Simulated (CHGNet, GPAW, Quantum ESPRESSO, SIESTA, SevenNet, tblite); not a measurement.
## tblite on random packing of S (91 atoms): settings against a plane-wave reference

How do the settings of tblite change the result for random packing of S (91 atoms)? A plane-wave run serves as the yardstick.

Calculated with tblite 0.8.0; the method is named at each step.

### Step 1. The structure

The cell holds 91 atoms: 91 S. Cell: a = 13.938 Å, b = 13.938 Å, c = 13.938 Å, α = 90.0°, β = 90.0°, γ = 90.0°. 91 atoms (91 S) packed at random in a cube at 1.79 g/cm³ and pushed apart as soft spheres; a start for melting by ab initio MD, not an equilibrated structure. Then every atom was moved at random, 0.05 Å r.m.s. a Cartesian component.

The yardstick, on the same geometry:

| Quantity | Value |
| --- | --- |
| method | Kohn-Sham DFT, PBE, SSSP efficiency 1.3.0 pseudopotentials, plane waves (Quantum ESPRESSO 7.5); sssp-pbe-1.3.0-efficiency, cutoffs 45/360 Ry, Γ point |
| r.m.s. force component | 0.9532 eV/Å |
| longest force | 3.225 eV/Å |
| pressure | -9.732 GPa |
| time | 21 min on 4 MPI ranks of Arm Neoverse V1, shared host |
| CPU time | 85 min |

### Step 2. GFN2-xTB

Method: GFN2-xTB tight binding, diagonalisation.

run.py reads:

```python
import numpy as np
from ase.io import read
from tblite.ase import TBLite

atoms = read("structure.xyz")
atoms.calc = TBLite(method="GFN2-xTB", electronic_temperature=580, accuracy=1.0, max_iterations=250, mixer_damping=0.4, verbosity=1)
energy = atoms.get_potential_energy()
forces = atoms.get_forces()
print(f"energy {energy:.6f} eV")
print("forces (eV/A)")
for i, (a, f) in enumerate(zip(atoms, forces)):
    print(f"{i:4d} {a.symbol:2s} {f[0]:10.5f} {f[1]:10.5f} {f[2]:10.5f}")
stress = -atoms.get_stress(voigt=False) * 160.21766
print("stress (GPa, compression positive)")
for row in stress:
    print(" ".join(f"{x:10.4f}" for x in row))
print("charges (e)")
print(np.array2string(atoms.get_charges(), precision=4, suppress_small=True, max_line_width=110, threshold=100000))
```

structure.xyz reads:

```xyz
91
Lattice="13.93850 0.00000 0.00000 0.00000 13.93850 0.00000 0.00000 0.00000 13.93850" Properties=species:S:1:pos:R:3 pbc="T T T"
S 1.31161 2.08046 6.95406
S 1.83249 7.13665 8.71296
S 13.08853 13.30026 5.19627
S 0.40129 10.16814 2.65863
S 4.16259 1.11675 6.52210
S 4.12998 2.24772 10.30641
S 8.28783 5.23990 4.94190
S 11.97206 3.39570 1.69966
S 10.80875 8.98936 9.85689
S 13.26360 13.29315 12.34700
S 4.65448 11.00807 8.43614
S 7.27645 1.82985 13.92359
S 9.35496 6.52085 7.62283
S 2.42516 7.33555 13.40912
S 6.37756 6.70093 10.08032
S 1.95306 10.60748 8.54402
S 11.80242 7.02542 2.39896
S 4.81505 12.66536 2.57597
S 5.72022 9.21112 11.68506
S 11.57969 10.17483 2.77446
S 11.48811 3.88131 10.16145
S 12.59762 11.05337 10.98521
S 4.49879 6.81188 4.17570
S 13.89752 10.43562 6.50050
S 11.80647 1.21390 12.70940
S 5.16129 2.95817 1.87124
S 5.80957 9.65715 3.95644
S 8.72188 3.11651 11.35695
S 12.15744 6.12723 6.92632
S 9.52557 9.05375 13.00657
S 7.34991 12.89576 0.54876
S 1.91515 12.97047 2.81098
S 8.03819 5.73291 1.64530
S 5.68677 0.34846 12.30142
S 0.39070 0.95200 1.15717
S 0.83408 4.36456 11.21129
S 3.34301 4.08900 5.04852
S 4.03338 7.65335 10.37303
S 9.84490 12.97786 2.65919
S 5.99091 8.84565 8.80049
S 0.12405 7.65056 3.43445
S 13.70754 3.33228 8.74251
S 4.56820 5.07515 8.41147
S 4.05917 9.68182 2.06722
S 10.31825 13.46250 10.34669
S 12.93367 12.98009 2.23574
S 1.16066 9.05626 11.59739
S 13.48592 8.48492 0.71491
S 10.94897 3.33283 5.41385
S 5.08923 7.09971 1.53756
S 2.64887 1.77744 3.93540
S 3.94906 1.43678 0.07778
S 3.49745 10.21316 11.91951
S 10.75885 11.19150 0.34470
S 8.97625 0.82279 5.50961
S 0.27083 1.00929 10.32355
[... 31 atom lines left out ...]
S 1.95181 13.74908 5.47198
S 12.92252 6.57228 9.20986
S 6.97469 12.51301 8.43014
S 12.71080 5.95801 12.00718
```

The run is started by

```console
OMP_NUM_THREADS=1 python run.py > output.txt
```

The log of the run:

```text
------------------------------------------------------------
  cycle        total energy    energy error   density error
------------------------------------------------------------
      1     -289.7249498815  -2.8984487E+02   2.3285867E-01
      2     -210.1912018056   7.9533748E+01   6.5052129E-01
      3     -167.2622326659   4.2928969E+01   6.3645065E-01
      4     -256.6497420015  -8.9387509E+01   3.9581396E-01
      5     -281.3435408021  -2.4693799E+01   2.8052973E-01
      6     -279.7348632830   1.6086775E+00   2.2901289E-01
      7     -287.4482232260  -7.7133599E+00   1.7308084E-01
      8     -290.8098202509  -3.3615970E+00   1.3113836E-01
      9     -288.8032640583   2.0065562E+00   1.4556918E-01
     10     -287.1319186729   1.6713454E+00   1.6482934E-01
     11     -289.9110116909  -2.7790930E+00   1.5274833E-01
     12     -291.0541472552  -1.1431356E+00   1.1323921E-01
     13     -287.0292072679   4.0249400E+00   1.7357783E-01
     14     -288.8427766181  -1.8135694E+00   1.3265843E-01
     15     -285.5459765027   3.2968001E+00   1.9152589E-01
     16     -291.2236801726  -5.6777037E+00   8.9541382E-02
     17     -290.9164569556   3.0722322E-01   1.1044295E-01
     18     -292.2134152874  -1.2969583E+00   6.1837938E-02
     19     -290.5877397190   1.6256756E+00   1.0044190E-01
     20     -291.7881069172  -1.2003672E+00   9.0727218E-02
     21     -291.7528903066   3.5216611E-02   7.2374926E-02
     22     -292.1200738064  -3.6718350E-01   5.4508607E-02
     23     -292.1628865682  -4.2812762E-02   4.8678109E-02
     24     -292.3725182057  -2.0963164E-01   3.5393543E-02
[...]
54     -292.5462558518  -4.7027640E-08   9.9459674E-05
     55     -292.5462563286  -4.7677827E-07   7.6877243E-05
     56     -292.5462563132   1.5434864E-08   7.1965139E-05
     57     -292.5462567161  -4.0298261E-07   4.2774286E-05
     58     -292.5462569058  -1.8967017E-07   2.4805241E-05
     59     -292.5462569042   1.5733121E-09   2.1331439E-05
     60     -292.5462569133  -9.0561230E-09   2.0478788E-05
     61     -292.5462569282  -1.4905083E-08   1.4461147E-05
------------------------------------------------------------
 total:                                  20.294 sec
energy -7960.589127 eV
forces (eV/A)
   0 S     0.05167    0.71822    0.97874
   1 S    -0.52581   -0.48537   -1.35691
   2 S     1.08900    0.26491    1.15712
   3 S    -2.11645   -1.71819   -0.03663
   4 S    -0.89118   -0.62947   -1.03122
   5 S     0.59665   -0.26453    0.04141
   6 S     1.25969   -0.61961    0.35835
   7 S    -0.61529   -0.71888    0.36651
   8 S     0.49264    1.53767   -3.29763
   9 S    -1.06161    1.33355   -0.90240
  10 S    -0.33016    0.50170    0.16233
  11 S     0.00311   -1.66608    0.22344
  12 S     1.43322   -0.22149   -1.02791
  13 S    -0.92782    1.30631   -1.39851
  14 S    -2.46183    1.50400   -1.22137
  15 S     1.21184    1.73823   -0.67907
  16 S     0.95456    0.42014    1.32106
  17 S    -0.04523    0.11261    1.79037
  18 S    -1.80469    0.50397   -0.52668
  19 S     0.89309    0.93551   -1.32476
  20 S     0.83566    0.28782   -0.22329
  21 S     0.14509    0.23608    1.94157
  22 S     2.41114   -0.20813    0.98290
  23 S     1.49444   -1.85310    0.33216
[...]
83 S    -0.33266   -0.09672   -1.11483
  84 S     1.14093    0.15530    2.05998
  85 S    -0.48773   -2.48503    0.87689
  86 S     0.64757   -1.49415   -1.80508
  87 S     0.53627    1.23488   -1.32916
  88 S    -0.56401   -0.45662   -1.86074
  89 S    -1.01678   -0.09122    1.16518
  90 S     1.12587   -1.79698   -1.39585
stress (GPa, compression positive)
  -10.9269     0.4977    -1.4291
    0.4977   -10.4411    -0.0724
   -1.4291    -0.0724   -12.0966
charges (e)
[-0.0896 -0.0093 -0.0685  0.0755 -0.0584 -0.1166  0.1684 -0.008   0.0272  0.0795  0.0387 -0.0149 -0.0965
 -0.095   0.0432  0.0258  0.0045 -0.0125  0.0137 -0.0393 -0.034  -0.0362  0.0504  0.0212 -0.0754  0.1238
  0.0639 -0.0362  0.0373 -0.038  -0.082  -0.0337 -0.0834  0.1008  0.0104 -0.0157 -0.0123  0.0729 -0.0142
  0.0589  0.005   0.1123 -0.0683 -0.0172 -0.0678 -0.0531 -0.0049  0.0242 -0.075  -0.0026  0.0034 -0.0388
  0.0195  0.0747  0.0457  0.0118 -0.1066  0.0672  0.0286 -0.0091 -0.0376  0.0693  0.052   0.0438 -0.033
 -0.0615  0.0013  0.0046 -0.0283 -0.0612 -0.0587 -0.0237  0.0804 -0.0231 -0.0116 -0.0969 -0.1172  0.1358
  0.0605  0.01    0.0419 -0.1052  0.0329 -0.0839 -0.0569  0.1068  0.0675  0.2019  0.0092 -0.0118 -0.0021]
```

It took 21 s on 1 thread of Arm Neoverse V1, shared host; peak memory 0.18 GiB.

Banners, paths, timers and routine set-up lines are dropped from the logs unmarked, and long logs keep their key lines alone; longer cuts are marked.

Numbers from this run, and their distance from the reference:

```
r.m.s. force component                  : 1.171 eV/Å
r.m.s. difference of force components   : 282.8 meV/Å
longest difference of force vectors     : 880.3 meV/Å
force difference over r.m.s. force      : 29.67 %
slope of forces against the reference's : 1.211
correlation of force components         : 0.9855
pressure                                : -11.15 GPa
pressure difference                     : -1.423 GPa
```

The surroundings of S88, whose charge lies farthest from its element's mean, nearest first, numbered as they follow in the input and with coordinates relative to it.

```csv
atom,x,y,z,distance (Å),bonds,Mulliken charge (e),Fx,Fy,Fz (eV/Å)
S88,0.00,0.00,0.00,0.00,0,0.20,0.54,1.23,-1.33
S51,0.70,1.97,-1.54,2.59,0,0.00,0.12,0.13,1.90
S32,-0.04,-0.78,-2.66,2.77,0,-0.03,0.25,0.56,0.40
S5,2.21,1.31,1.05,2.77,0,-0.06,-0.89,-0.63,-1.03
S1,-0.64,2.27,1.48,2.79,0,-0.09,0.05,0.72,0.98
S3,-2.80,-0.45,-0.28,2.85,0,-0.07,1.09,0.26,1.16
S77,1.10,-2.74,0.19,2.96,0,-0.12,-0.62,0.81,0.63
S84,-2.96,0.22,2.48,3.87,0,-0.08,-0.33,-0.10,-1.11
S24,-1.99,-3.31,1.03,4.00,0,0.02,1.49,-1.85,0.33
```

Atoms are counted from 1 here, from 0 in the log.

Forces lie 30 % from the reference's, at 0.0041 times its CPU time (on 1 against 4 cores); the SCF took 61 steps, which the time reflects.

### Step 3. GFN1-xTB

Method: GFN1-xTB tight binding, diagonalisation.

Changes to run.py since step 2:

```diff
@@ -5,3 +5,3 @@
 atoms = read("structure.xyz")
-atoms.calc = TBLite(method="GFN2-xTB", electronic_temperature=580, accuracy=1.0, max_iterations=250, mixer_damping=0.4, verbosity=1)
+atoms.calc = TBLite(method="GFN1-xTB", electronic_temperature=580, accuracy=1.0, max_iterations=250, mixer_damping=0.4, verbosity=1)
 energy = atoms.get_potential_energy()
```

structure.xyz is that of step 2.

The log of the run:

```text
------------------------------------------------------------
  cycle        total energy    energy error   density error
------------------------------------------------------------
      1     -325.3591254303  -3.2491015E+02   3.3082987E-01
      2     -143.2794818593   1.8207964E+02   1.3946332E+00
      3     -211.1528383508  -6.7873356E+01   1.0285633E+00
      4     -284.4772063546  -7.3324368E+01   6.4318021E-01
      5     -322.9561796189  -3.8478973E+01   3.2725805E-01
      6     -324.3938263354  -1.4376467E+00   2.6126825E-01
      7     -327.6794337048  -3.2856074E+00   1.9961743E-01
      8     -326.4478025869   1.2316311E+00   2.2639713E-01
      9     -327.5892339031  -1.1414313E+00   1.9164857E-01
     10     -329.6478040050  -2.0585701E+00   1.1114115E-01
     11     -329.7109574704  -6.3153465E-02   1.1698189E-01
     12     -330.2514027385  -5.4044527E-01   8.8933891E-02
[...]
32     -330.9346903188  -8.0847826E-08   3.2941586E-04
     33     -330.9346971133  -6.7945084E-06   1.4806236E-04
     34     -330.9346982728  -1.1595320E-06   7.4079351E-05
     35     -330.9346986081  -3.3521110E-07   3.7027800E-05
     36     -330.9346986695  -6.1487185E-08   1.9106954E-05
------------------------------------------------------------
 total:                                  11.658 sec
energy -9005.191834 eV
forces (eV/A)
   0 S     0.17511    1.06721    1.42959
   1 S    -0.91023   -0.96227   -1.98841
   2 S     2.00270    0.51164    1.67817
   3 S    -3.59251   -2.82819   -0.62048
   4 S    -1.58994   -0.91511   -1.90877
   5 S     1.04247   -0.42332    0.10668
   6 S     2.00184   -0.72515    0.88573
   7 S    -1.06674   -1.23324    0.79456
   8 S     0.67512    2.14566   -4.14508
   9 S    -0.66580    1.24566   -1.70983
  10 S    -0.24999    0.91685    0.66195
  11 S    -0.39052   -2.91733   -0.03821
[...]
86 S     0.90027   -2.42808   -2.21369
  87 S     0.57082    2.02472   -1.96058
  88 S    -0.20035   -0.67866   -1.87192
  89 S    -1.53942   -0.33013    1.64063
  90 S     1.36869   -2.70407   -2.47412
stress (GPa, compression positive)
  -18.5876     0.3897    -1.9842
    0.3897   -17.7036    -0.3778
   -1.9842    -0.3778   -19.9129
charges (e)
[-0.0341  0.0027 -0.0387  0.0453 -0.0271 -0.0724  0.0833  0.0008 -0.0001  0.0498  0.0276 -0.0009 -0.0498
 -0.0657  0.0277  0.012   0.0068 -0.0183  0.0147 -0.017  -0.0298 -0.0134  0.0226 -0.001  -0.047   0.0516
  0.0233 -0.0243  0.012  -0.0161 -0.0419 -0.0075 -0.0392  0.061   0.0105 -0.0081 -0.006   0.0475 -0.0121
  0.0433  0.0119  0.0568 -0.0401 -0.0164 -0.0347 -0.0236 -0.0112  0.0288 -0.0388 -0.0025  0.0028 -0.0236
  0.0061  0.0386  0.0206  0.0102 -0.0491  0.0207  0.0033  0.0042 -0.032   0.0305  0.0334  0.0329  0.0031
 -0.0421  0.0059  0.0016 -0.0173 -0.0292 -0.037  -0.0076  0.0485 -0.0074 -0.0037 -0.0634 -0.0608  0.0839
  0.0373  0.0091  0.0274 -0.0555  0.0184 -0.0469 -0.0318  0.0434  0.028   0.0931  0.0075  0.0002 -0.0052]
```

It took 12 s on 1 thread; peak memory 0.18 GiB.

Against the reference:

```yaml
r_m_s_force_component: 1.711 eV/Å
r_m_s_difference_of_force_components: 814.1 meV/Å
longest_difference_of_force_vectors: 2587 meV/Å
force_difference_over_r_m_s_force: 85.41 %
slope_of_forces_against_the_reference_s: 1.747
correlation_of_force_components: 0.9729
pressure: -18.73 GPa
pressure_difference: -9.003 GPa
```

Against the first run (30 %), the force difference from the reference is 85 %, at 0.59 times the CPU time (36 SCF steps against 61).

### Step 4. All runs compared

Differences are against the plane-wave reference, forces as r.m.s. over components; share is that over the reference's r.m.s. force, slope the least-squares factor from reference forces to these. Total energies of different programs have different zeros and aren't compared.

```csv
run,"Δ force, r.m.s. (meV/Å)",share (%),slope,Δ pressure (GPa),cores,CPU time,memory (GiB)
reference,-,-,-,-,4,85 min,9.2
tblite GFN2-xTB,283,29.7,1.211,-1.42,1,21 s,0.18
tblite GFN1-xTB,814,85.4,1.747,-9.00,1,12 s,0.18
```

CPU time is summed over cores on a shared host, where runs went side by side, so it is rough. Symmetry, cutoffs, thresholds, outputs and thread counts weren't matched or tuned between programs; memory under MPI is the largest rank's times the ranks.

### Step 5. Outcome

* nearest in forces: tblite GFN2-xTB, 30 %
* its CPU time: 21 s

In words: Tight binding differs by 30 % (tblite GFN2-xTB) to 85 % (tblite GFN1-xTB); it is another model, with fitted parameters of its own, and the xTB methods hold dispersion. Of the electronic-structure runs that take under half the reference's CPU time, tblite GFN2-xTB comes nearest, at 30 % in 21 s against 85 min. Periodic xTB results under one method name differ between programs and library versions. The reference's pressure holds the uncorrected Pulay stress of its 45 Ry basis, so small pressure differences, and their order, may be the reference's own error. The reference's pressure of -9.7 GPa belongs to a cell and atoms that aren't relaxed at this level. The electronic-structure runs sample only Γ, in a cell whose shortest periodic width is 14 Å, which is coarse for a cell with partly filled levels.

[Also dropped from logs without a mark: logging warnings of Python, and SIESTA's first energy breakdown and zero terms.]

[Logs are printed without paths, hosts, clocks, repeated set-up lines and the standing remarks that a program may print on its own settings, such as how far it seeks lower states.]

[Hosts, paths, dates, database ids (printed as entryN), source tags and the programs' standing remarks are cut or masked in the printed files.]
